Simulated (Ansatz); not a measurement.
**How Fe(110) screens a field**

Aim: image plane and induced charge of Fe(110).

Method: plane-wave DFT, PBE, Ansatz PAW, in Ansatz 0.2.0.

**1. The structure**

The cell holds 6 atoms: 6 Fe. Cell: a = 2.485 Å, b = 2.485 Å, c = 28.147 Å, α = 90.0°, β = 90.0°, γ = 70.5°. Vacuum lies along c.

**2. Single point, field 0**

A sawtooth potential applies the field, turning back in the middle of the vacuum. With the dipole correction the typed value is the field outside the slab. The induced dipole is small, so the SCF threshold is tight.

Contents of input.yaml:

```yaml
crystal:
  lattice:
    - [2.029396462, -1.435, 0.0]
    - [2.029396462, 1.435, 0.0]
    - [0.0, 0.0, 28.14698231]
  atoms:
    - { symbol: Fe, position: [0.0, 0.0, 0.3197500855], spin: 2.5 }
    - { symbol: Fe, position: [0.5, 0.5, 0.3918500513], spin: 2.5 }
    - { symbol: Fe, position: [0.0, 0.0, 0.4639500171], spin: 2.5 }
    - { symbol: Fe, position: [0.5, 0.5, 0.5360499829], spin: 2.5 }
    - { symbol: Fe, position: [0.0, 0.0, 0.6081499487], spin: 2.5 }
    - { symbol: Fe, position: [0.5, 0.5, 0.6802499145], spin: 2.5 }
magnetization:
  spin_polarized: true
kpoints:
  mp_grid: { grid: [22, 22, 1] }
hamiltonian:
  xc: pbe
scf:
  occupations: { method: fermi_dirac, width: 0.1 }
  convergence: { dr2_threshold: 1.0e-10 }
efield:
  axis: 3
  dipole_correction: true
  ramp_position: 0.97
  ramp_width: 0.06
  amplitude: 0
output:
  forces: true
  write_potential: true
  write_density: true
  volumetric_format: npy
```

On the command line:

```bash
> ansatz run input.yaml --threads 4 --pin off --max-ram 6144MiB --backend cpu --events-out ev --progress --plain --runs-dir out
```

Numbers of over 12 decimals in the logs are rounded to 6 here.

What it wrote:

```text
Engine: ansatz 0.2.0, x86_64-unknown-linux-gnu
Pseudopotentials: kind: paw
Pseudopotential: Fe, paw, valence charge 16, recommended cutoff 420 eV (normal), Fe.paw.azcp
Functional definition: PBE
  parameter kappa = 0.804
  parameter beta = 0.066725
  exchange = pbe_x(kappa = kappa, mu = beta*pi^2/3)
  correlation = pbe_c(beta = beta)
Crystal: 6 atoms, lattice volume = 163.938 Å³
Basis set: ecut = 420 eV, 3189 PW (Γ), exchange–correlation on 36×36×384 points (8 copies of the dense FFT grid, shifted against one another)
Bands: 67, of which v1, the nominal top of the filled ones, is band 48 counted from 1 (47 counted from 0)
Symmetry: 4 space group operations
k-points: 133 of 484
Non-local potential: Fe, projectors of the file, l = 0: 3, l = 1: 2, l = 2: 3, l = 3: 1
PAW form: soft (Blöchl's): semilocal exchange-correlation on the pseudo side does not see the compensation charge
PAW one-centre angular grid: Fe, 590 points (default); XC on 64 Gauss nodes
Initial density: superposition of atomic densities (neutral atoms: chi_scale 0, normalization atom)
Starting moments: Σ|m| = 15 μB on 6 of 6 sites
Initial wavefunctions: pseudopotential atomic-orbital guess
Functional: x = pbe(κ = 0.804, μ = 0.219515), c = pbe(β = 0.066725)
SCF iter   1: F=—  HF=-26880.407098 eV  |F-HF|=—  |Δ(HF+E_count)|=         —  Δρ=5.30e-2 (↑2.74e-2 ↓5.30e-2)  dr2=1.57e1  dr2_m=1.26e0  M=14.520 μB ∫|m|=14.695 μB  β_m=1.00  ethr=3.10e-3  p=0.000 e·Å  D=2.16e-13 V/Å  ΔV_dip=-0.00 eV  dr2_dipole=1.70e-8  V_vac-E_F(+/−)=7.66/7.66 eV  ⟨swp⟩=9.8  Hψ=88141  notcnv=0  defer=319
Mixer restart at iter 1: flushing history
efield: sawtooth ramp at fractional position 0.9700 (set: `efield.ramp_position`, or a place that a band, a saddle search or an elastic batch's reference lends), width 0.0600; the density the first Hamiltonian is built on has a dipole p = 0.000 e·Å; the dipole correction subtracts the counter field D = 2.16e-13 V/Å, which shifts the + side's vacuum level by -0.00 eV against the − side's; the planar-averaged density in the ramp window peaks in size at 1.3e-5 e/Å³
preconditioner: auto → LDOS  [metal: Δε(μ)=0.005 eV  Ē_g=6.808 eV  σ=0.100 eV  W_gap=0.01  n_scr=22 (ndim 8)  ℏωp=20.1 eV  f_vac=0.515  D(μ)=7.01/eV (n_scr^D=52)]
spin=Collinear: LDOS preconditioning applied to the charge; magnetization (m = ρ↑ − ρ↓) channel mixes plain (no charge-response kernel on spin).
SCF iter   2: F=—  HF=-26878.159296 eV  |F-HF|=—  |Δ(HF+E_count)|=    2.25e0  Δρ=1.91e-2 (↑1.91e-2 ↓1.14e-2)  dr2=1.95e0  dr2_m=2.51e-1  M=14.776 μB ∫|m|=15.277 μB  β_m=0.32  ethr=3.10e-3  p=-0.000 e·Å  D=-6.29e-5 V/Å  ΔV_dip=0.00 eV  dr2_dipole=8.80e-5  V_vac-E_F(+/−)=6.48/6.48 eV  ⟨swp⟩=3.2  Hψ=35876  notcnv=1  defer=1003
density mixer auto → msr1: a metal under ldos (density of states about μ 2.80 of a free-electron gas's, 22 screened modes)
SCF iter   3: F=—  HF=-26879.572643 eV  |F-HF|=—  |Δ(HF+E_count)|=    1.41e0  Δρ=9.47e-3 (↑9.47e-3 ↓6.74e-3)  dr2=2.19e-1  dr2_m=7.51e-2  M=14.478 μB ∫|m|=15.072 μB  β_m=0.44  ethr=2.03e-3  p=0.000 e·Å  D=7.11e-5 V/Å  ΔV_dip=-0.00 eV  dr2_dipole=1.78e-7  V_vac-E_F(+/−)=5.80/5.80 eV  ⟨swp⟩=2.7  Hψ=24839  notcnv=0  defer=996
SCF iter   4: F=—  HF=-26880.738392 eV  |F-HF|=—  |Δ(HF+E_count)|=    1.17e0  Δρ=6.44e-3 (↑6.44e-3 ↓5.48e-3)  dr2=1.13e-1  dr2_m=3.91e-2  M=14.443 μB ∫|m|=15.099 μB  β_m=0.54  ethr=2.28e-4  p=0.000 e·Å  D=1.40e-4 V/Å  ΔV_dip=-0.00 eV  dr2_dipole=4.28e-5  V_vac-E_F(+/−)=5.21/5.21 eV  ⟨swp⟩=3.2  Hψ=35016  notcnv=0  defer=1043
SCF iter   5: F=—  HF=-26881.107544 eV  |F-HF|=—  |Δ(HF+E_count)|=   3.69e-1  Δρ=4.45e-3 (↑4.45e-3 ↓1.85e-3)  dr2=1.89e-2  dr2_m=1.26e-2  M=14.515 μB ∫|m|=15.165 μB  β_m=0.77  ethr=1.18e-4  p=0.000 e·Å  D=2.94e-5 V/Å  ΔV_dip=-0.00 eV  dr2_dipole=1.92e-6  V_vac-E_F(+/−)=5.01/5.01 eV  ⟨swp⟩=2.4  Hψ=33238  notcnv=0  defer=1087
SCF iter   6: F=—  HF=-26881.166961 eV  |F-HF|=—  |Δ(HF+E_count)|=   5.94e-2  Δρ=3.49e-3 (↑3.49e-3 ↓9.69e-4)  dr2=2.09e-2  dr2_m=4.60e-3  M=14.523 μB ∫|m|=15.199 μB  β_m=0.68  ethr=1.97e-5  p=0.000 e·Å  D=4.81e-5 V/Å  ΔV_dip=-0.00 eV  dr2_dipole=3.57e-5  V_vac-E_F(+/−)=4.86/4.86 eV  ⟨swp⟩=3.0  Hψ=39696  notcnv=0  defer=1083
SCF iter   7: F=—  HF=-26881.163510 eV  |F-HF|=—  |Δ(HF+E_count)|=   3.45e-3  Δρ=1.08e-3 (↑1.08e-3 ↓4.69e-4)  dr2=3.06e-3  dr2_m=4.60e-4  M=14.510 μB ∫|m|=15.195 μB  β_m=0.62  ethr=1.97e-5  p=-0.000 e·Å  D=-1.43e-5 V/Å  ΔV_dip=0.00 eV  dr2_dipole=9.98e-8  V_vac-E_F(+/−)=4.80/4.80 eV  ⟨swp⟩=2.2  Hψ=30952  notcnv=0  defer=1075
SCF iter   8: F=—  HF=-26881.163135 eV  |F-HF|=—  |Δ(HF+E_count)|=   3.75e-4  Δρ=4.56e-4 (↑4.56e-4 ↓1.12e-4)  dr2=3.71e-4  dr2_m=7.44e-5  M=14.497 μB ∫|m|=15.190 μB  β_m=0.62  ethr=3.19e-6  p=-0.000 e·Å  D=-2.10e-5 V/Å  ΔV_dip=0.00 eV  dr2_dipole=2.53e-6  V_vac-E_F(+/−)=4.75/4.75 eV  ⟨swp⟩=2.6  Hψ=30206  notcnv=0  defer=1086
SCF iter   9: F=—  HF=-26881.163235 eV  |F-HF|=—  |Δ(HF+E_count)|=   9.95e-5  Δρ=1.03e-4 (↑1.03e-4 ↓6.71e-5)  dr2=2.59e-5  dr2_m=7.09e-6  M=14.501 μB ∫|m|=15.193 μB  β_m=0.63  ethr=3.86e-7  p=-0.000 e·Å  D=-3.69e-6 V/Å  ΔV_dip=0.00 eV  dr2_dipole=3.78e-9  V_vac-E_F(+/−)=4.74/4.74 eV  ⟨swp⟩=2.4  Hψ=25560  notcnv=0  defer=1080
[...]
SCF iter  12: F=—  HF=-26881.163262 eV  |F-HF|=—  |Δ(HF+E_count)|=   2.95e-6  Δρ=1.76e-5 (↑1.76e-5 ↓8.17e-6)  dr2=7.83e-7  dr2_m=8.43e-8  M=14.500 μB ∫|m|=15.192 μB  β_m=0.72  ethr=7.35e-10  p=0.000 e·Å  D=5.30e-7 V/Å  ΔV_dip=-0.00 eV  dr2_dipole=6.22e-8  V_vac-E_F(+/−)=4.74/4.74 eV  ⟨swp⟩=3.0  Hψ=34877  notcnv=0  defer=1080
SCF iter  13: F=—  HF=-26881.163262 eV  |F-HF|=—  |Δ(HF+E_count)|=   5.72e-8  Δρ=4.56e-6 (↑4.56e-6 ↓3.70e-6)  dr2=1.01e-7  dr2_m=1.54e-8  M=14.500 μB ∫|m|=15.193 μB  β_m=0.75  ethr=7.35e-10  p=-0.000 e·Å  D=-1.66e-6 V/Å  ΔV_dip=0.00 eV  dr2_dipole=2.28e-8  V_vac-E_F(+/−)=4.74/4.74 eV  ⟨swp⟩=2.7  Hψ=31675  notcnv=0  defer=1080
SCF iter  14: F=—  HF=-26881.163262 eV  |F-HF|=—  |Δ(HF+E_count)|=   7.31e-8  Δρ=3.01e-6 (↑3.01e-6 ↓1.17e-6)  dr2=1.78e-8  dr2_m=3.79e-9  M=14.500 μB ∫|m|=15.193 μB  β_m=0.69  ethr=1.05e-10  p=-0.000 e·Å  D=-5.77e-7 V/Å  ΔV_dip=0.00 eV  dr2_dipole=2.44e-10  V_vac-E_F(+/−)=4.74/4.74 eV  ⟨swp⟩=2.3  Hψ=26599  notcnv=0  defer=1080
SCF iter  15: F=—  HF=-26881.163262 eV  |F-HF|=—  |Δ(HF+E_count)|=   7.44e-9  Δρ=1.35e-6 (↑1.35e-6 ↓5.18e-7)  dr2=4.06e-9  dr2_m=5.81e-10  M=14.500 μB ∫|m|=15.193 μB  β_m=0.59  ethr=1.85e-11  p=-0.000 e·Å  D=-2.31e-7 V/Å  ΔV_dip=0.00 eV  dr2_dipole=1.04e-10  V_vac-E_F(+/−)=4.74/4.74 eV  ⟨swp⟩=2.7  Hψ=29714  notcnv=0  defer=1080
SCF iter  16: F=—  HF=-26881.163262 eV  |F-HF|=—  |Δ(HF+E_count)|=  2.84e-10  Δρ=3.55e-7 (↑3.55e-7 ↓2.77e-7)  dr2=1.06e-9  dr2_m=6.52e-11  M=14.500 μB ∫|m|=15.193 μB  β_m=0.59  ethr=4.23e-12  p=-0.000 e·Å  D=-1.27e-7 V/Å  ΔV_dip=0.00 eV  dr2_dipole=3.52e-10  V_vac-E_F(+/−)=4.74/4.74 eV  ⟨swp⟩=2.9  Hψ=32886  notcnv=0  defer=1080
SCF iter  17: F=—  HF=-26881.163262 eV  |F-HF|=—  |Δ(HF+E_count)|=   2.23e-9  Δρ=3.28e-7 (↑3.28e-7 ↓1.49e-7)  dr2=2.80e-10  dr2_m=5.06e-11  M=14.500 μB ∫|m|=15.193 μB  β_m=0.51  ethr=1.10e-12  p=-0.000 e·Å  D=-1.10e-7 V/Å  ΔV_dip=0.00 eV  dr2_dipole=4.00e-11  V_vac-E_F(+/−)=4.74/4.74 eV  ⟨swp⟩=2.3  Hψ=27766  notcnv=0  defer=1080
SCF iter  18: F=—  HF=-26881.163262 eV  |F-HF|=—  |Δ(HF+E_count)|=  2.33e-10  Δρ=1.16e-7 (↑1.16e-7 ↓6.43e-8)  dr2=5.61e-11  dr2_m=6.04e-12  M=14.500 μB ∫|m|=15.193 μB  β_m=0.57  ethr=1.00e-12  p=-0.000 e·Å  D=-7.80e-8 V/Å  ΔV_dip=0.00 eV  dr2_dipole=6.53e-12  V_vac-E_F(+/−)=4.74/4.74 eV  ⟨swp⟩=1.8  Hψ=21247  notcnv=0  defer=1080
iter 19 met the thresholds in force, and the SCF goes on: an eigenvalue changes by 0.17 meV, over its tolerance of 0.06 meV (output.eigenvalues, Limitations)
SCF iter  19: F=-26881.163262 eV  HF=-26881.163262 eV  |F-HF|=2.91e-11  |Δ(HF+E_count)|=  7.28e-12  Δρ=7.00e-8 (↑7.00e-8 ↓5.46e-8)  dr2=7.04e-11  dr2_m=1.12e-12  M=14.500 μB ∫|m|=15.193 μB  β_m=0.62  ethr=1.00e-12  p=-0.000 e·Å  D=-4.90e-8 V/Å  ΔV_dip=0.00 eV  dr2_dipole=2.37e-11  V_vac-E_F(+/−)=4.74/4.74 eV  ⟨swp⟩=15.4  Hψ=109181  notcnv=0
SCF iter  20: F=-26881.163262 eV  HF=-26881.163262 eV  |F-HF|=7.64e-11  |Δ(HF+E_count)|=  4.73e-11  Δρ=2.34e-8 (↑2.34e-8 ↓1.76e-8)  dr2=6.93e-12  dr2_m=1.49e-13  M=14.500 μB ∫|m|=15.193 μB  ethr=1.00e-12  p=-0.000 e·Å  D=-2.39e-8 V/Å  ΔV_dip=0.00 eV  dr2_dipole=1.68e-12  V_vac-E_F(+/−)=4.74/4.74 eV  ⟨swp⟩=6.0  Hψ=78035  notcnv=0
SCF 1 converged in 20 iterations: F = -26881.163262 eV  dr2 = 6.93e-12
  greatest PAW one-centre occupation: 1.002 electrons in one spin orbital (limit 2), on the Fe atom at site 0 (counted from 0), in its partial waves of l = 1
WARN: The output density's exchange-correlation potential varies sharply where the density is thin. Do not read a vacuum level from v_tot or v_xc, or from such a field of the output density. On a cell that repeats whose density bears no net charge and no dipole along the vacuum's axis use v_es (v_loc + v_h of the components); under efield.dipole_correction with no amplitude use v_es + v_field, which holds any externa [...]
SCF converged after 20 iterations
an eigenvalue changed by more than its tolerance at an iteration that met the thresholds in force, so the SCF went on 1 time: the last check found none over its tolerance
Magnetization: 14.5001 μB (55.2501 up, 40.7499 down)
Absolute magnetization: 15.1930 μB (∫|ρ↑−ρ↓|, with the PAW one-centre terms)
Spin contamination: 0.2754 ħ² per cell (⟨S²⟩ above its minimum at these occupations)
Per-site moments (μB) at R_I (Å): [(2.645219, 1.025266), (2.386733, 1.025266), (2.288459, 1.025266), (2.288459, 1.025266), (2.386733, 1.025266), (2.645219, 1.025266)]
Free energy (F): -26881.163262 eV
Harris-Foulkes:  -26881.163262 eV  (|F-HF|=7.64e-11)
Internal energy: -26880.941799 eV  (E = F + TS)
E sigma→0 (E₀):  -26881.052531 eV
Entropy (-TS):   -0.221463 eV (-36.911 meV/atom)
Fermi energy:    5.063811 eV
Dipole field:    D = 0.000002 V/Å  (p = 0.000002 e·Å, saw-weighted, corrected)
Work function:   Φ+ = 4.7359 eV   Φ− = 4.7359 eV
Levels:          The Fermi level and band energies are counted from a zero that moves with the ramp; work functions are not
--- Per-component energies (eV) ---
  E_band       = -2551.854358
  E_kinetic    = 2092.414978
  E_local      = -232308.413397  (includes V_loc(G=0)·N_el)
  E_nonlocal   = 1322.346807
  E_hartree    = 114524.441618
  E_xc         = -701.345413
  E_vxc        = -902.636036  (∫ρ·V_xc dr)
  E_paw        = -8204.660348  (= ΣΔE_a)
  E_vpaw       = -1804.454953  (= ΣTr[D̂ρ^β])
  E_aug_tail   = 0.004747  (compensation charges beyond the density's cutoff)
  E_efield     = 0.000000  (sawtooth field / dipole correction)
  E_vefield    = 0.000000  (∫n·V_field dr)
  E_ewald      = 96394.269209
  E_smearing   = -0.221463  (= −TS)
  E_closure    = 0.000000  (closes the sum)
  Σ components = -26881.163262   (vs F -26881.163262, Δ=0.00e0)
--- Forces (eV/Å), atoms counted from 1 ---
  atom   1  Fe     0.00000000     0.00000000     0.27082975
  atom   2  Fe     0.00000000     0.00000000    -0.07523718
  atom   3  Fe     0.00000000     0.00000000     0.09291227
  atom   4  Fe     0.00000000     0.00000000    -0.09291281
  atom   5  Fe     0.00000000     0.00000000     0.07523716
  atom   6  Fe     0.00000000     0.00000000    -0.27082923
  max |Σ_I F_I| component: 4.88e-8 eV/Å
--- Band table (eV; the first three rows and the last of 266) ---
  k-point 0 ↑: bands = [... 44 lower, 3.7736, 3.7943, 3.8359, 3.9203, 3.9204, 3.9233, 3.9772, 4.0000, ... 15 higher]
  k-point 1 ↑: bands = [... 44 lower, 3.7562, 3.7882, 3.8038, 3.8838, 3.8884, 3.9343, 3.9527, 3.9608, ... 15 higher]
  k-point 2 ↑: bands = [... 44 lower, 3.7276, 3.7328, 3.7427, 3.7687, 3.8840, 3.8948, 3.9086, 3.9383, ... 15 higher]
  k-point 132 ↓: bands = [... 44 lower, 6.6392, 6.6443, 6.8388, 7.2251, 7.2774, 7.4373, 7.5175, 7.5934, ... 15 higher]
```

Run time: 3.6 min. Hardware: 4 threads of AMD EPYC 7R43, shared host; peak memory 2.1 GiB; 14 min of CPU time.

This step gave:

- energy at zero smearing: -26881.0525 eV
- total moment: 14.50 μB
- site moments: 2.645, 2.387, 2.288, 2.288, 2.387, 2.645 μB
- work function, upper face: 4.736 eV
- dipole along the normal: 1.72e-6 e·Å

Running mean over 2.029 Å of the planar mean; the ramp of the sawtooth is left out. The electron's electrostatic potential energy less the Fermi level by z:

```
z (Å)  electron's electrostatic potential energy less the Fermi level (eV)
  3.5                                                                 4.74
  4.0                                                                 4.74
  4.5                                                                 4.73
  5.0                                                                 4.73
  5.5                                                                 4.72
  6.0                                                                 4.67
  6.5                                                                 4.49
  7.0                                                                 3.90
  7.5                                                                 1.69
  8.0                                                                -3.18
  8.5                                                                -7.81
  9.0                                                                -9.40
  9.5                                                                -9.51
 10.0                                                                -9.48
 10.5                                                                -9.47
 11.0                                                                -9.45
 11.5                                                                -9.43
 12.0                                                                -9.41
 12.5                                                                -9.40
 13.0                                                                -9.39
 13.5                                                                -9.38
 14.0                                                                -9.38
 14.5                                                                -9.38
 15.0                                                                -9.39
 15.5                                                                -9.40
 16.0                                                                -9.41
 16.5                                                                -9.42
 17.0                                                                -9.45
 17.5                                                                -9.46
 18.0                                                                -9.47
 18.5                                                                -9.49
 19.0                                                                -9.49
 19.5                                                                -8.61
 20.0                                                                -4.74
 20.5                                                                0.462
 21.0                                                                 3.52
 21.5                                                                 4.38
 22.0                                                                 4.63
 22.5                                                                 4.71
 23.0                                                                 4.73
 23.5                                                                 4.73
 24.0                                                                 4.74
 24.5                                                                 4.74
 25.0                                                                 4.74
```

Site moment by atom:

```
atom  site moment (μB)
 Fe1              2.65
 Fe2              2.39
 Fe3              2.29
 Fe4              2.29
 Fe5              2.39
 Fe6              2.65
```

Force by atom:

```
atom  x (eV/Å)  y (eV/Å)  z (eV/Å)   size
 Fe1     0.000     0.000     0.271  0.271
 Fe2     0.000     0.000    -0.075  0.075
 Fe3     0.000     0.000     0.093  0.093
 Fe4     0.000     0.000    -0.093  0.093
 Fe5     0.000     0.000     0.075  0.075
 Fe6     0.000     0.000    -0.271  0.271
```

The work function of the upper face is 4.74 eV.

**3. Single point, field 0.05 V/Å**

Changes to input.yaml since step 2:

```diff
@@ -26,3 +26,3 @@
   ramp_width: 0.06
-  amplitude: 0
+  amplitude: 0.05
 output:
```

What it wrote:

```text
[...]
Crystal: 6 atoms, lattice volume = 163.938 Å³
Basis set: ecut = 420 eV, 3189 PW (Γ), exchange–correlation on 36×36×384 points (8 copies of the dense FFT grid, shifted against one another)
Bands: 67, of which v1, the nominal top of the filled ones, is band 48 counted from 1 (47 counted from 0)
Symmetry: 4 space group operations
k-points: 133 of 484
[...]
k-point 1 ↑: bands = [... 44 lower, 3.7560, 3.7880, 3.8036, 3.8836, 3.8882, 3.9341, 3.9525, 3.9606, ... 15 higher]
  k-point 2 ↑: bands = [... 44 lower, 3.7274, 3.7326, 3.7425, 3.7685, 3.8838, 3.8946, 3.9084, 3.9381, ... 15 higher]
  k-point 132 ↓: bands = [... 44 lower, 6.6390, 6.6441, 6.8386, 7.2250, 7.2772, 7.4371, 7.5173, 7.5932, ... 15 higher]
[key lines of the parts left out:]
SCF converged after 20 iterations
Magnetization: 14.5001 μB (55.2501 up, 40.7499 down)
Free energy (F): -26881.163821 eV
Fermi energy:    5.063614 eV
Dipole field:    D = 0.024678 V/Å  (p = 0.022358 e·Å, saw-weighted, corrected)
```

The job ended after 3.8 min (4 threads; peak memory 2.1 GiB).

The dipole is 0.0224 e·Å.

**4. Single point, field -0.05 V/Å**

Changes to input.yaml since step 3:

```diff
@@ -26,3 +26,3 @@
   ramp_width: 0.06
-  amplitude: 0.05
+  amplitude: -0.05
 output:
```

What it wrote:

```text
[...]
Crystal: 6 atoms, lattice volume = 163.938 Å³
Basis set: ecut = 420 eV, 3189 PW (Γ), exchange–correlation on 36×36×384 points (8 copies of the dense FFT grid, shifted against one another)
Bands: 67, of which v1, the nominal top of the filled ones, is band 48 counted from 1 (47 counted from 0)
Symmetry: 4 space group operations
k-points: 133 of 484
[...]
k-point 1 ↑: bands = [... 44 lower, 3.7560, 3.7880, 3.8036, 3.8836, 3.8882, 3.9341, 3.9525, 3.9606, ... 15 higher]
  k-point 2 ↑: bands = [... 44 lower, 3.7274, 3.7326, 3.7425, 3.7685, 3.8838, 3.8946, 3.9084, 3.9381, ... 15 higher]
  k-point 132 ↓: bands = [... 44 lower, 6.6390, 6.6441, 6.8386, 7.2250, 7.2772, 7.4371, 7.5173, 7.5932, ... 15 higher]
[key lines of the parts left out:]
SCF converged after 25 iterations
Magnetization: 14.5001 μB (55.2501 up, 40.7499 down)
Free energy (F): -26881.163821 eV
Fermi energy:    5.063612 eV
Dipole field:    D = -0.024676 V/Å  (p = -0.022356 e·Å, saw-weighted, corrected)
```

It took 4.5 min on 4 threads; peak memory 2.1 GiB; 17 min of CPU time.

The dipole is -0.0224 e·Å.

**5. Single point, field 0.1 V/Å**

Changes to input.yaml since step 4:

```diff
@@ -26,3 +26,3 @@
   ramp_width: 0.06
-  amplitude: -0.05
+  amplitude: 0.1
 output:
```

What it wrote:

```text
[...]
Crystal: 6 atoms, lattice volume = 163.938 Å³
Basis set: ecut = 420 eV, 3189 PW (Γ), exchange–correlation on 36×36×384 points (8 copies of the dense FFT grid, shifted against one another)
Bands: 67, of which v1, the nominal top of the filled ones, is band 48 counted from 1 (47 counted from 0)
Symmetry: 4 space group operations
k-points: 133 of 484
[...]
k-point 1 ↑: bands = [... 44 lower, 3.7554, 3.7874, 3.8030, 3.8828, 3.8878, 3.9334, 3.9519, 3.9600, ... 15 higher]
  k-point 2 ↑: bands = [... 44 lower, 3.7268, 3.7320, 3.7419, 3.7679, 3.8833, 3.8940, 3.9078, 3.9375, ... 15 higher]
  k-point 132 ↓: bands = [... 44 lower, 6.6384, 6.6435, 6.8380, 7.2244, 7.2767, 7.4365, 7.5167, 7.5926, ... 15 higher]
[key lines of the parts left out:]
SCF converged after 20 iterations
Magnetization: 14.5001 μB (55.2501 up, 40.7499 down)
Free energy (F): -26881.165498 eV
Fermi energy:    5.063025 eV
Dipole field:    D = 0.049352 V/Å  (p = 0.044712 e·Å, saw-weighted, corrected)
```

Run time: 3.7 min. Hardware: 4 threads; peak memory 2.1 GiB; 14 min of CPU time.

The dipole is 0.0447 e·Å.

(Part 1 of 2 ends here.)

[Logs are printed without paths, hosts, clocks, repeated set-up lines and the standing remarks that a program may print on its own settings, such as how far it seeks lower states.]

[Hosts, paths, dates, database ids (printed as entryN), source tags and the programs' standing remarks are cut or masked in the printed files.]

[Maps of the electrostatic potential energy from Ansatz leave out the sawtooth potential of an applied field or a dipole correction, so their vacuum need not be flat; planar profiles and work functions include it.]
